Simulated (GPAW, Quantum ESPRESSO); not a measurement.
Consider YSe (Fm-3m).

```
Y Se
1.0
     0.00000    2.85150    2.85150
     2.85150    0.00000    2.85150
     2.85150    2.85150    0.00000
Y Se
1 1
Cartesian
  2.8515 2.8515 2.8515
  0.0000 0.0000 0.0000
```

Absorber: atom 1, with 6 Se at 2.85 Å (octahedral, site symmetry m-3m). Method: Quantum ESPRESSO XSpectra, LDA, excited-electron core hole (neutral cell), 8-atom cell with 5.7 Å between holes, 4×4×4 k points, dipole transitions, Lorentzian half width 0.75 eV up to 4 eV, rising linearly to 1.75 eV at 25 eV (not a setting of the program: the run's 0.4 eV curve was folded afterwards with a further Lorentzian).

What does the Y L₃ edge look like?

Main maxima up to 30 eV above the zero (height): 0.5 eV (3.00), 1.7 eV (2.80), 7.1 eV (0.85), 15.6 eV (0.69) and 25.9 eV (0.66). At an L edge the dipole rule selects empty d (and weakly s) states on the absorber, and the strong line at the onset measures the empty part of its d band. 

The Y L₃ spectrum (energy from the energy zero of the input (xe0, at the border of filled and empty states); intensity scaled to a mean of 1 over the first 20 eV; folded afterwards to Lorentzian half width 0.75 eV up to 4 eV, rising linearly to 1.75 eV at 25 eV; the points at xe0, where the cut of filled states can leave a spike, are interpolated):

```csv
E (eV),intensity
-2.0,0.34
-1.5,0.48
-1.0,0.74
-0.5,1.27
0.0,2.25
0.5,2.98
1.0,2.83
1.5,2.75
2.0,2.76
2.5,2.36
3.0,1.77
3.5,1.32
4.0,1.12
4.5,0.95
5.0,0.81
5.5,0.76
6.0,0.80
6.5,0.84
7.0,0.85
7.5,0.84
8.0,0.79
8.5,0.71
9.0,0.64
9.5,0.61
10.0,0.63
10.5,0.64
11.0,0.60
11.5,0.58
12.0,0.57
12.5,0.55
13.0,0.54
13.5,0.55
14.0,0.57
14.5,0.62
15.0,0.67
15.5,0.69
16.0,0.68
16.5,0.65
17.0,0.61
17.5,0.57
18.0,0.55
18.5,0.54
19.0,0.52
19.5,0.52
20.0,0.53
20.5,0.53
21.0,0.53
21.5,0.52
22.0,0.52
22.5,0.52
23.0,0.54
23.5,0.56
24.0,0.58
24.5,0.60
25.0,0.63
25.5,0.65
26.0,0.66
26.5,0.65
27.0,0.62
27.5,0.58
28.0,0.56
28.5,0.54
29.0,0.53
29.5,0.52
30.0,0.51
30.5,0.49
31.0,0.47
31.5,0.45
32.0,0.45
```

Only the L₃ part is meant: spin–orbit coupling of the core level isn't computed and the L₂ copy isn't added. The primitive cell holds an odd number of electrons, so a spin-paired run has to come out metallic; that is right for a metal, but some such compounds are magnetic or distorted insulators. The holes are only 5.7 Å apart, so the shape is probably not converged with cell size; no larger cell was run here. Lifetime broadening is put in by hand, and intensities beyond about 20 eV depend on it and on the partial waves; weight that the partial waves miss at high energy is lost. The structure is a published determination, not relaxed.

[Banner, clock and machine lines of the logs are left out without a mark of their own.]

[Logs are printed without paths, hosts, clocks, repeated set-up lines and the standing remarks that a program may print on its own settings, such as how far it seeks lower states.]

[Hosts, paths, dates, database ids (printed as entryN), source tags and the programs' standing remarks are cut or masked in the printed files.]

[Lists of maxima count a maximum above −3 eV only where it reaches 4 % of the highest in the window and stands out from its surroundings by 2 % of it (1.5 % where it reaches 55 %); shoulders and weaker maxima are passed over, and of the rest the first, up to two pre-edge ones and the few strongest are named.]
